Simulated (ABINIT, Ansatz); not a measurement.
Planning a run of ABINIT 10.8.3 on CaZnC2O6 (R-3). The input:

```
acell 3*1.0 Angstrom
rprim 
  2.433014964130 1.404701844483 5.444039263300
  -2.433014964130 1.404701844483 5.444039263300
  0.000000000000 -2.809403688966 5.444039263300
ntypat 4
znucl 20 30 6 8
natom 10
typat 1 2 3 3 4 4 4 4 4 4
xred 
  0.000000000000 0.000000000000 0.000000000000
  0.500000000000 0.500000000000 0.500000000000
  0.242541000000 0.242541000000 0.242541000000
  0.757459000000 0.757459000000 0.757459000000
  0.494747000000 0.964090000000 0.273567000000
  0.964090000000 0.273567000000 0.494747000000
  0.273567000000 0.494747000000 0.964090000000
  0.505253000000 0.035910000000 0.726433000000
  0.035910000000 0.726433000000 0.505253000000
  0.726433000000 0.505253000000 0.035910000000
pp_dirpath "pseudos"
pseudos "Ca.upf, Zn.upf, C.upf, O.upf"
ecut 37
ngkpt 4 4 4
nshiftk 1
shiftk 0 0 0
kptopt 1
chksymbreak 0
istwfk *1
occopt 1
irdwfk 1
optdriver 3
nband 110
ecuteps 4.2
inclvkb 2
awtr 1
symchi 1
indata_prefix "in"
outdata_prefix "out"
tmpdata_prefix "tmp"
```

```sh
OMP_NUM_THREADS=1 mpirun -n 4 abinit run.abi > log
```

Q: How long will it take on 4 MPI ranks of Arm Neoverse N1, shared host, and how much memory?

It took 39 min; on shared hardware allow 19 min to 77 min. Peak host memory was 5.4 GiB.

[Paths, hosts, dates, memory and timing lines, banners, echoed tables and standing remarks are left out of the program output.]

[Logs are printed without paths, hosts, clocks, repeated set-up lines and the standing remarks that a program may print on its own settings, such as how far it seeks lower states.]

[Runs of the session that timed out or met a known fault of the program may be left out.]

[Hosts, paths, dates, database ids (printed as entryN), source tags and the programs' standing remarks are cut or masked in the printed files.]

[G0W0 gaps are taken among the corrected bands and points alone; a level outside them can change the order at an edge.]

[Where Ansatz stands beside ABINIT at settings called matched, ABINIT's density can come from a denser mesh and the files from another edition; pairs whose starting gaps differed by over 0.03 eV were left out, so agreement reads better than it is.]
